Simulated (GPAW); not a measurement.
**Dielectric function and optical constants of NaF (Villiaumite)**

Aim: the dielectric function of NaF (Villiaumite), and the optical constants that follow from it.

Main program and level: GPAW 26.7.0; DFT, LDA, plane-wave PAW (GPAW data sets), scalar-relativistic, RPA, optical limit.

## Step 1: The starting structure

The structure is cubic, space group Fm-3m (No. 225). The conventional cell has a = 4.640 Å, b = 4.640 Å, c = 4.640 Å, α = 90.00°, β = 90.00°, γ = 90.00°. Na has 6 F at 2.32 Å nearest. F has 6 Na at 2.32 Å nearest. Farther neighbours and most contacts between anions are not listed.

## Step 2: Ground state

The self-consistent density comes first; it also tells whether there is a gap, which decides the occupations and the need for a Drude term.

This step: DFT, LDA, plane-wave PAW (GPAW data sets), scalar-relativistic, ground state (GPAW 26.7.0).

The input, gs.py:

```python
from ase import Atoms
from ase.dft.bandgap import bandgap
from gpaw import GPAW, PW, FermiDirac

atoms = Atoms(['Na', 'F'],
              cell=[[0.000000000000, 2.320000000000, 2.320000000000],
                    [2.320000000000, 0.000000000000, 2.320000000000],
                    [2.320000000000, 2.320000000000, 0.000000000000]],
              scaled_positions=[[0.000000000000, 0.000000000000, 0.000000000000],
                                [0.500000000000, 0.500000000000, 0.500000000000]],
              pbc=[True, True, True])
atoms.calc = GPAW(mode=PW(400), xc='LDA', kpts={'size': (8, 8, 8), 'gamma': True},
                  occupations=FermiDirac(0.05), maxiter=150, txt='gs.txt')
print('energy (eV)', atoms.get_potential_energy())
print('Fermi level (eV)', atoms.calc.get_fermi_level())
print('valence electrons', atoms.calc.get_number_of_electrons())
print('gap (eV)', bandgap(atoms.calc, output=None)[0])
print('direct gap (eV)', bandgap(atoms.calc, direct=True, output=None)[0])
atoms.calc.write('gs.gpw')
```

Launch:

```sh
OMP_NUM_THREADS=1 python gs.py
```

Numbers of over 12 decimals in the logs are rounded to 6 here.

The log of the run:

```text
__  _  _
 | _ |_)|_||  |
 |__||  | ||/\| - 26.7.0

Versions:
  Python: 3.12.14
  ASE:    3.29.0
  Numpy:  2.5.5
  Scipy:  1.18.1
  Libxc:  7.0.0

Input parameters:
  mode=PW(ecut=400.0),
  kpts=MonkhorstPack(size=(8, 8, 8), gamma=True),
  maxiter=150,
  occupations=Occupations(name='fermi-dirac', width=0.05, fixmagmom=False),
  xc=XC(name='LDA')

Diagonalizing LCAO Hamiltonian
Converting LCAO to pw mode

               F

       Na

Atoms  # Å, Bohr magnetons
|   | symbol |        x |        y |        z |    initial magnetic moments |
| 0 |     Na | 0.000000 | 0.000000 | 0.000000 | ( 0.0000,  0.0000,  0.0000) |
| 1 |      F | 2.320000 | 2.320000 | 2.320000 | ( 0.0000,  0.0000,  0.0000) |

Unit cell  # Å
| periodic |        x |        y |        z |  lengths |    angles |
|      yes | 0.000000 | 2.320000 | 2.320000 | 3.280975 | 60.000000 |
|      yes | 2.320000 | 0.000000 | 2.320000 | 3.280975 | 60.000000 |
|      yes | 2.320000 | 2.320000 | 0.000000 | 3.280975 | 60.000000 |

Number of symmetries: 48
Symmetry operations  # r_c * U_cc + t_c -> r_c
|    | kind |            matrix            |
|  0 |  σ   |  1, 0, 0,  1, 0,-1,  1,-1, 0 |
|  1 |  C2  |  1, 0, 0,  1,-1, 0,  1, 0,-1 |
|  2 |  E   |  1, 0, 0,  0, 1, 0,  0, 0, 1 |
|  3 |  σ   |  1, 0, 0,  0, 0, 1,  0, 1, 0 |
|  4 |  C4  |  1, 0,-1,  1, 0, 0,  1,-1, 0 |
|  5 |  S6  |  1, 0,-1,  1,-1, 0,  1, 0, 0 |
|  6 |  σ   |  1, 0,-1,  0, 1,-1,  0, 0,-1 |
|  7 |  C3  |  1, 0,-1,  0, 0,-1,  0, 1,-1 |
|  8 |  S6  |  1,-1, 0,  1, 0, 0,  1, 0,-1 |
|  9 |  C4  |  1,-1, 0,  1, 0,-1,  1, 0, 0 |
| 10 |  C3  |  1,-1, 0,  0,-1, 1,  0,-1, 0 |
| 11 |  σ   |  1,-1, 0,  0,-1, 0,  0,-1, 1 |
| 12 |  σ   |  0, 1, 0,  1, 0, 0,  0, 0, 1 |
| 13 |  C4  |  0, 1, 0,  0, 1,-1, -1, 1, 0 |
| 14 |  C3  |  0, 1, 0,  0, 0, 1,  1, 0, 0 |
| 15 |  S6  |  0, 1, 0, -1, 1, 0,  0, 1,-1 |
| 16 |  C2  |  0, 1,-1,  1, 0,-1,  0, 0,-1 |
| 17 |  σ   |  0, 1,-1,  0, 1, 0, -1, 1, 0 |
| 18 |  S4  |  0, 1,-1,  0, 0,-1,  1, 0,-1 |
| 19 |  C4  |  0, 1,-1, -1, 1, 0,  0, 1, 0 |
| 20 |  C3  |  0, 0, 1,  1, 0, 0,  0, 1, 0 |
| 21 |  σ   |  0, 0, 1,  0, 1, 0,  1, 0, 0 |
| 22 |  S6  |  0, 0, 1,  0,-1, 1, -1, 0, 1 |
| 23 |  C4  |  0, 0, 1, -1, 0, 1,  0,-1, 1 |
| 24 |  S4  |  0, 0,-1,  1, 0,-1,  0, 1,-1 |
| 25 |  C3  |  0, 0,-1,  0, 1,-1,  1, 0,-1 |
| 26 |  C2  |  0, 0,-1,  0,-1, 0, -1, 0, 0 |
| 27 |  S6  |  0, 0,-1, -1, 0, 0,  0,-1, 0 |
| 28 |  S4  |  0,-1, 1,  1,-1, 0,  0,-1, 0 |
| 29 |  C4  |  0,-1, 1,  0, 0, 1, -1, 0, 1 |
| 30 |  C2  |  0,-1, 1,  0,-1, 0,  1,-1, 0 |
| 31 |  σ   |  0,-1, 1, -1, 0, 1,  0, 0, 1 |
| 32 |  C3  |  0,-1, 0,  1,-1, 0,  0,-1, 1 |
| 33 |  S6  |  0,-1, 0,  0, 0,-1, -1, 0, 0 |
| 34 |  S4  |  0,-1, 0,  0,-1, 1,  1,-1, 0 |
| 35 |  C2  |  0,-1, 0, -1, 0, 0,  0, 0,-1 |
| 36 |  C2  | -1, 1, 0,  0, 1, 0,  0, 1,-1 |
| 37 |  S6  | -1, 1, 0,  0, 1,-1,  0, 1, 0 |
| 38 |  S4  | -1, 1, 0, -1, 0, 1, -1, 0, 0 |
| 39 |  C3  | -1, 1, 0, -1, 0, 0, -1, 0, 1 |
| 40 |  S6  | -1, 0, 1,  0, 0, 1,  0,-1, 1 |
| 41 |  C2  | -1, 0, 1,  0,-1, 1,  0, 0, 1 |
| 42 |  C3  | -1, 0, 1, -1, 1, 0, -1, 0, 0 |
| 43 |  S4  | -1, 0, 1, -1, 0, 0, -1, 1, 0 |
| 44 |  C2  | -1, 0, 0,  0, 0,-1,  0,-1, 0 |
| 45 |  i   | -1, 0, 0,  0,-1, 0,  0, 0,-1 |
| 46 |  σ   | -1, 0, 0, -1, 1, 0, -1, 0, 1 |
| 47 |  C2  | -1, 0, 0, -1, 0, 1, -1, 1, 0 |

BZ-sampling:
  Number of BZ points: 512
  Number of IBZ points: 29

  Monkhorst-Pack size: [8, 8, 8]
  Monkhorst-Pack shift: [0.0625, 0.0625, 0.0625]

K-points  # in reciprocal-cell coordinates
|     |                                coordinates |     weight |
|   0 | (  0.00000000,   0.00000000,   0.00000000) | 0.00195312 |
|   1 | (  0.12500000,   0.12500000,   0.00000000) | 0.01171875 |
|   2 | (  0.12500000,   0.12500000,   0.12500000) | 0.01562500 |
|   3 | (  0.25000000,   0.12500000,   0.12500000) | 0.02343750 |
|   4 | (  0.25000000,   0.25000000,   0.00000000) | 0.01171875 |
|   5 | (  0.25000000,   0.25000000,   0.12500000) | 0.04687500 |
|   6 | (  0.25000000,   0.25000000,   0.25000000) | 0.01562500 |
|   7 | (  0.37500000,   0.25000000,  -0.37500000) | 0.04687500 |
|   8 | (  0.37500000,   0.25000000,   0.12500000) | 0.04687500 |
|   9 | (  0.37500000,   0.25000000,   0.25000000) | 0.04687500 |
| ... |                                            |            |
|  28 | (  0.50000000,   0.50000000,   0.50000000) | 0.00781250 |

Plane wave coefficients: 469
Cutoff: 400.0 eV

Spin-components: 1 (collinear spins)
Bands:           11
Projectors:      10
Spin-degeneracy: 2
Datatype:        complex128

Parallelization:
  kpt:    1
  domain: 1
  band:   1

Density:
  Valence electrons: 14.0
  Components: 1
  Grid points: [16 16 16]
  Charge: 0.0  # |e|

Potential:
  Grid points: [16 16 16]

species:
  Na:
    name:    Sodium
    id:
    Z:       11.0
    valence: 7
    core:    4
    charge:  0.0  # [|e|]
    compensation charges:
      type: gauss
      rc: 0.37  # [Å]
      lmax: 2
    cutoffs:
      filter: 2.17  # [Å]
      core: 2.59  # [Å]
    projectors
    | kind |    occ | energy [eV] | rcut [Å] |
    |   3s |  1.000 |      -2.819 |    1.201 |
    |   2p |  6.000 |     -28.826 |    1.217 |
    |   3p |  0.000 |      -0.774 |    1.217 |
    |    s |        |      24.392 |    1.201 |
    |    d |        |       0.000 |    1.238 |

    Using partial waves for Na as LCAO basis

  F:
    name:    Fluorine
    id:
    Z:       9.0
    valence: 7
    core:    2
    charge:  0.0  # [|e|]
    compensation charges:
      type: gauss
      rc: 0.20  # [Å]
      lmax: 2
    cutoffs:
      filter: 1.14  # [Å]
      core: 0.74  # [Å]
    projectors
    | kind |    occ | energy [eV] | rcut [Å] |
    |   2s |  2.000 |     -29.647 |    0.635 |
    |   2p |  5.000 |     -11.293 |    0.635 |
    |    s |        |      -2.435 |    0.635 |
    |    p |        |      15.918 |    0.635 |
    |    d |        |       0.000 |    0.635 |

    Using partial waves for F as LCAO basis

Reference energy: -7097.667336  # eV

eigensolver:
  PPCG
  Converge bands: occupied
  niter=2

density mixing:
  MSR1-Mixer
  Pratt-step length: 0.05
  Maximum mixing coefficient: 0.75
  Old densities: 10
  SVD Regularization: 0.005
  Good broyden scale: 1.0
  Trust region scale: 1.0
  Backstep threshold: 4.0
  History deletion threshold: 6.0
  Fourier metric: weight=20.0, sigma=0.015

occupation numbers:
  Fermi-Dirac:
    width: 0.0500  # eV

poisson solver:
  ecut: 3200.0  # eV

xc functional:
  name: None

convergence criteria:
- Maximum [total energy] change in last 3 cyles: 0.0005 eV / valence electron
- Maximum integral of absolute [dens]ity change: 0.0001 electrons / valence electron
- Maximum integral of absolute [eigenst]ate change: 4e-08 eV^2 / valence electron
maximum number of iterations: 150

SCF iterations
|iter     |      energy | eigst |  dens |
|iter:   1||   -8.530675 | -0.53 |       |
|iter:   2||   -8.446490 | -2.88 | -1.21 |
|iter:   3||   -8.170387 | -1.78 | -1.25 |
|iter:   4||   -8.156417 | -3.38 | -1.62 |
|iter:   5||   -8.153523 | -3.67 | -1.98 |
|iter:   6||   -8.153544c| -6.07 | -2.99 |
|iter:   7||   -8.153553c| -6.72 | -3.38 |
|iter:   8||   -8.153554c| -8.17c| -4.28c|

Converged in 8 steps
SCF loop duration: 1.846 s (0.231 s/step)
Energy contributions relative to reference atoms: (reference = -7097.667336)

Energy contributions:
  Kinetic:           2.238884
  Coulomb:          -1.441219
  Zero:              0.169862
  External:          0.000000
  Xc:               -9.121081
  Entropy:          -0.000000
  Spinorbit:         0.000000
  ----------------------------
  Free energy:      -8.153554
  Extrapolated:     -8.153554

dipole moment: (-4.363573, -4.363573, -4.363573)  # |e|*Ang

Fermi level: -0.204
Eigenvalues  # (at kpt = [0.000, 0.000, 0.000])
| band index |      eig [eV] | occ [0-2] |
|          0 |       -21.154 |     2.000 |
|          1 |       -20.952 |     2.000 |
|          2 |       -20.952 |     2.000 |
|          3 |       -20.952 |     2.000 |
|          4 |        -2.188 |     2.000 |
|          5 |        -2.188 |     2.000 |
|          6 |        -2.188 |     2.000 |
|          7 |         3.724 |     0.000 |
|          8 |        19.150 |     0.000 |
|          9 |        24.530 |     0.000 |
|         10 |        24.530 |     0.000 |

Gap: 5.912 eV
Transition (v -> c):
  (s=0, k=0, n=6, [0.00, 0.00, 0.00]) -> (s=0, k=0, n=7, [0.00, 0.00, 0.00])
No difference between direct/indirect transitions

--- standard output ---
energy (eV) -8.153554
Fermi level (eV) -0.204313
valence electrons 14.0
gap (eV) 5.911788
direct gap (eV) 5.911788
```

Wall time 3.1 s (1 thread of Arm Neoverse V2, shared host); peak memory 0.12 GiB.

Read-outs, printed or worked out from the files:

```
energy                 : -8.154 eV
Fermi energy           : -0.2043 eV
gap on the k-mesh      : 5.912 eV
direct gap on the mesh : 5.912 eV
electrons              : 14
```

There is a gap, 5.91 eV on this mesh (points off the mesh can give less), so no carriers' term is needed.

## Step 3: Bands for the response

At the fixed density, many empty bands are solved on the mesh of the response, since the spectrum sums over them.

This step: DFT, LDA, plane-wave PAW (GPAW data sets), scalar-relativistic, bands at fixed density (GPAW 26.7.0).

The input, nscf.py:

```python
from ase.dft.bandgap import bandgap
from gpaw import GPAW, FermiDirac

calc = GPAW('gs.gpw').fixed_density(kpts={'size': (16, 16, 16), 'gamma': True}, nbands=28, convergence={'bands': 22},
                                    occupations=FermiDirac(0.001), txt='nscf.txt')
print('gap (eV)', bandgap(calc, output=None)[0])
print('direct gap (eV)', bandgap(calc, direct=True, output=None)[0])
print('top band over the Fermi level (eV)', min(calc.get_eigenvalues(kpt=k)[21] for k in range(len(calc.get_ibz_k_points()))) - calc.get_fermi_level())
calc.write('full.gpw', mode='all')
```

Launch:

```sh
OMP_NUM_THREADS=1 python nscf.py
```

The log of the run:

```text
Diagonalizing LCAO Hamiltonian
Converting LCAO to pw mode
convergence criteria:
- Maximum integral of absolute [eigenst]ate change: 4e-08 eV^2 / valence electron
maximum number of iterations: 150

SCF iterations
|iter     |      energy | eigst |  dens |
|iter:   1||             | +3.04 |       |
|iter:   2||             | +1.08 |       |
|iter:   3||             | -1.48 |       |
|iter:   4||             | -3.26 |       |
|iter:   5||             | -5.12 |       |
|iter:   6||             | -6.56 |       |
|iter:   7||             | -7.48c|       |
SCF steps: 7
  __  _  _
 | _ |_)|_||  |
 |__||  | ||/\| - 26.7.0

Versions:
  Python: 3.12.14
  ASE:    3.29.0
  Numpy:  2.5.5
  Scipy:  1.18.1
  Libxc:  7.0.0

Input parameters:
  mode=PW(ecut=400.0),
  convergence={'bands': 22},
  gpts=array([16, 16, 16]),
  kpts=MonkhorstPack(size=(16, 16, 16), gamma=True),
  maxiter=150,
  nbands=28,
  occupations=Occupations(name='fermi-dirac', width=0.001, fixmagmom=False),
  parallel={},
  xc=XC(name='LDA')

--- standard output ---
gap (eV) 5.911788
direct gap (eV) 5.911788
top band over the Fermi level (eV) 36.795133
```

The job ended after 21 s (1 thread; peak memory 0.17 GiB).

## Step 4: Dielectric function, RPA

Local fields let the induced charge screen the field inside the cell, which as a rule lowers ε, most along directions where the density is uneven.

This step: DFT, LDA, plane-wave PAW (GPAW data sets), scalar-relativistic, RPA, optical limit (GPAW 26.7.0).

The input, df.py:

```python
from gpaw.response.df import DielectricFunction

df = DielectricFunction('full.gpw', frequencies={'type': 'nonlinear', 'domega0': 0.03, 'omega2': 8},
                        ecut=50,
                        eta=0.1,
                        nbands=22,
                        txt='df.txt')
for direction in ['x']:
    df.get_dielectric_function(xc='RPA', direction=direction, filename=f'df_{direction}.csv')
```

Launch:

```sh
OMP_NUM_THREADS=1 python df.py
```

The log of the run:

```text
Using integrator: PointIntegrator
NonLinearFrequencyDescriptor(from 0.000 to 68.379 eV, 503 points)
Nonperiodic BCs:  [False False False]
Using integrator: PointIntegrator
NonLinearFrequencyDescriptor(from 0.000 to 68.379 eV, 503 points)
Nonperiodic BCs:  [False False False]

Calculating chi0 body with:
    Ground state adapter containing:
    Number of spins: 1
    Number of kpoints: 4096
    Number of irreducible kpoints: 145
    Number of completely occupied states: 7
    Number of partially occupied states: 7

    Linear response parametrization:
    q_c: [0.0, 0.0, 0.0]
    Number of frequency points: 503
    Planewave cutoff: 50.0
    Number of bands: 22
    Number of planewaves: 15
    Broadening (eta): 0.1

Integrating chi0 body.

Symmetries of q_c:
    Direct symmetries (Uq -> q): 48
    Indirect symmetries (TUq -> q): 0
In total 48 allowed symmetries.

145 groups of equivalent kpoints. 96.4599609375% reduction.

Integral kind: spectral function

Calculating chi0 optical extensions with:
    Ground state adapter containing:
    Number of spins: 1
    Number of kpoints: 4096
    Number of irreducible kpoints: 145
    Number of completely occupied states: 7
    Number of partially occupied states: 7

    Linear response parametrization:
    Number of frequency points: 503
    Planewave cutoff: 50.0
    Number of bands: 22
    Number of planewaves: 15
    Broadening (eta): 0.1
Integrating chi0 head and wings.

Symmetries of q_c:
    Direct symmetries (Uq -> q): 48
    Indirect symmetries (TUq -> q): 0
In total 48 allowed symmetries.

145 groups of equivalent kpoints. 96.4599609375% reduction.

Integral kind: spectral function wings
```

Wall time 4.9 s (1 thread); peak memory 0.2 GiB.

Numbers from this step:

| Property | Result |
| --- | --- |
| electronic dielectric constant ε∞, mean over x, y and z (by symmetry where fewer were run) | 1.824 |
| main peak of Im epsilon, first axis | 13.47 eV |
| centre of weight of the strongest loss peak in the window | 20.75 eV |

Some rows of df_x.csv (energy; Re and Im without local fields; Re and Im with them):

```text
0.000000, 1.887438, 0.000000, 1.824329, 0.000000
0.555532, 1.889439, 0.000724, 1.826195, 0.000675
1.143969, 1.896033, 0.001529, 1.832345, 0.001427
1.768324, 1.908474, 0.002481, 1.843960, 0.002318
2.431988, 1.928801, 0.003694, 1.862971, 0.003458
3.138794, 1.960573, 0.005398, 1.892763, 0.005071
3.893091, 2.010773, 0.008160, 1.940040, 0.007706
4.699832, 2.096414, 0.013923, 2.021277, 0.013269
5.564682, 2.287995, 0.039179, 2.205568, 0.038047
6.494155, 2.366678, 0.559224, 2.273730, 0.551815
7.495775, 2.305195, 0.858742, 2.198964, 0.837478
8.578281, 2.095958, 0.712109, 1.975597, 0.681970
9.751884, 2.119031, 0.939292, 1.978654, 0.872603
11.028587, 1.656338, 1.166724, 1.545757, 1.049685
12.422601, 1.698247, 0.738073, 1.548652, 0.617707
13.950874, 0.772891, 1.402303, 0.918067, 1.314605
15.633783, 1.090409, 0.869767, 1.088943, 0.737774
17.496047, 1.090881, 0.692219, 1.105923, 0.580216
19.567954, 0.837647, 1.209172, 1.097135, 1.027791
21.887015, 0.755108, 0.475197, 0.827888, 0.459554
24.500258, 0.754014, 0.251232, 0.773188, 0.274919
```

The Im ε, E ∥ x has structure finer than the step of the table below, so its rows give means over 1 eV, whole bins alone (the curve runs from 0 to 25.0 eV). Peaks (eV: height): 7.5: 0.837, 9.2: 0.920, 9.9: 1.01, 10.6: 1.22, 13.5: 1.78, 20.1: 1.21.

Values under the direct gap are tails of Lorentzian lines. Table of Im ε, E ∥ x by photon energy; means over each step:

```csv
photon energy (eV),"Im ε, E ∥ x"
1,0.00125
2,0.00271
3,0.00476
4,0.00840
5,0.0188
6,0.232
7,0.581
8,0.726
9,0.768
10,0.881
11,0.995
12,0.709
13,0.979
14,1.31
15,0.780
16,0.728
17,0.637
18,0.614
19,0.865
20,1.01
21,0.514
22,0.445
23,0.420
24,0.409
```

Re ε, E ∥ x against photon energy:

```csv
photon energy (eV),"Re ε, E ∥ x"
0,1.82
1,1.83
2,1.85
3,1.89
4,1.95
5,2.07
6,2.43
7,2.16
8,2.13
9,1.99
10,1.69
11,1.57
12,1.44
13,2.01
14,0.905
15,1.00
16,1.05
17,1.10
18,1.17
19,1.17
20,0.815
21,0.694
22,0.808
23,0.908
24,0.843
```

The Im ε, E ∥ x has structure finer than the step of the table below, so its rows give means over 1 eV, whole bins alone (the curve runs from 0 to 25.0 eV). Peaks (eV: height): without local fields 7.5: 0.859, 10.6: 1.35, 13.4: 2.29, 19.9: 1.23; with local fields 7.5: 0.837, 9.2: 0.920, 9.9: 1.01, 10.6: 1.22, 13.5: 1.78, 20.1: 1.21.

Values under the direct gap are tails of Lorentzian lines. Im ε, E ∥ x against photon energy; means over each step:

```csv
photon energy (eV),without local fields,with local fields
1,0.00133,0.00125
2,0.00290,0.00271
3,0.00507,0.00476
4,0.00888,0.00840
5,0.0196,0.0188
6,0.235,0.232
7,0.592,0.581
8,0.750,0.726
9,0.809,0.768
10,0.956,0.881
11,1.10,0.995
12,0.820,0.709
13,1.30,0.979
14,1.44,1.31
15,0.871,0.780
16,0.859,0.728
17,0.754,0.637
18,0.759,0.614
19,1.09,0.865
20,1.03,1.01
21,0.494,0.514
22,0.447,0.445
23,0.434,0.420
24,0.386,0.409
```

The reflectivity at normal incidence, E ∥ x has structure finer than the step of the table below, so its rows give means over 0.5 eV, whole bins alone (the curve runs from 0 to 25.0 eV). Peaks (eV: height): 7.50: 5.27, 8.15: 4.99, 9.82: 5.02, 10.59: 5.87, 13.51: 9.19, 20.19: 8.35.

The reflectivity at normal incidence, E ∥ x by photon energy; means over each step:

```csv
photon energy (eV),"reflectivity at normal incidence, E ∥ x (%)"
0.5,2.23
1.0,2.25
1.5,2.28
2.0,2.33
2.5,2.39
3.0,2.48
3.5,2.59
4.0,2.73
4.5,2.93
5.0,3.23
5.5,3.75
6.0,4.62
6.5,4.77
7.0,4.55
7.5,4.57
8.0,4.39
8.5,4.12
9.0,4.35
9.5,4.10
10.0,4.36
10.5,5.05
11.0,4.33
11.5,3.38
12.0,2.68
12.5,2.83
13.0,4.75
13.5,8.64
14.0,7.02
14.5,4.45
15.0,3.16
15.5,2.61
16.0,2.68
16.5,2.45
17.0,2.14
17.5,1.89
18.0,1.99
18.5,2.40
19.0,3.67
19.5,4.32
20.0,6.81
20.5,5.91
21.0,2.60
21.5,1.99
22.0,1.77
22.5,1.30
23.0,1.19
23.5,1.54
24.0,1.41
24.5,1.07
```

The refractive index n and extinction k by photon energy:

```csv
photon energy (eV),n,k
0,1.35,0
1,1.35,4.6e-4
2,1.36,9.9e-4
3,1.37,0.00171
4,1.40,0.00294
5,1.44,0.00602
6,1.56,0.0740
7,1.48,0.190
8,1.47,0.200
9,1.44,0.282
10,1.34,0.327
11,1.31,0.395
12,1.23,0.275
13,1.44,0.267
14,1.11,0.569
15,1.07,0.371
16,1.08,0.346
17,1.09,0.291
18,1.12,0.276
19,1.15,0.392
20,1.06,0.560
21,0.878,0.275
22,0.936,0.261
23,0.976,0.214
24,0.943,0.214
```

At chosen wavelengths:

```csv
wavelength (nm),n,k,R (%),1/α
1550,1.35,0.000,2.2,340 µm
1064,1.35,0.001,2.3,157 µm
800,1.36,0.001,2.3,87 µm
633,1.36,0.001,2.3,52 µm
532,1.36,0.001,2.4,35 µm
450,1.37,0.002,2.4,24 µm
248,1.44,0.006,3.2,3.3 µm
```

Below the direct gap, k and the depth come from the tails of the Lorentzian lines, not from transitions.

## Step 5: Summary of results

| Property | Result |
| --- | --- |
| electronic dielectric constant ε∞, mean over x, y and z (by symmetry where fewer were run) (RPA) | 1.82 |
| main peak of Im epsilon, first axis | 13.5 eV |
| centre of weight of the strongest loss peak in the window, first axis | 20.7 eV |

What this shows: At this level (LDA, RPA) NaF has ε∞ = 1.82 and n = 1.35 at 1550 nm, and Im ε peaks at 13.5 eV. On the mesh the gap is 5.91 eV and the least direct gap 5.91 eV. Local fields change the static value along x from 1.89 to 1.82 (-3 %). Distinct maxima of Im ε, read by a parabola through the highest points, lie at 10.60 eV (1.2), 11.03 eV (1.0), 13.47 eV (1.8) and 20.02 eV (1.2). Excitons and phonon-assisted transitions are missing; LDA gaps are as a rule too small, which pulls the onset down and ε∞ up. The sum runs over mesh points, so small or evenly spaced maxima can still be ripples of the mesh. In this version of GPAW the matrix elements of the optical limit are incomplete, which can lower ε − 1 by up to a tenth where first-row anions or d states rule, and shift it by more in d metals.

[Machine, clock and banner lines and Python warnings are left out of the logs.]

[Logs are printed without paths, hosts, clocks, repeated set-up lines and the standing remarks that a program may print on its own settings, such as how far it seeks lower states.]

[Hosts, paths, dates, database ids (printed as entryN), source tags and the programs' standing remarks are cut or masked in the printed files.]
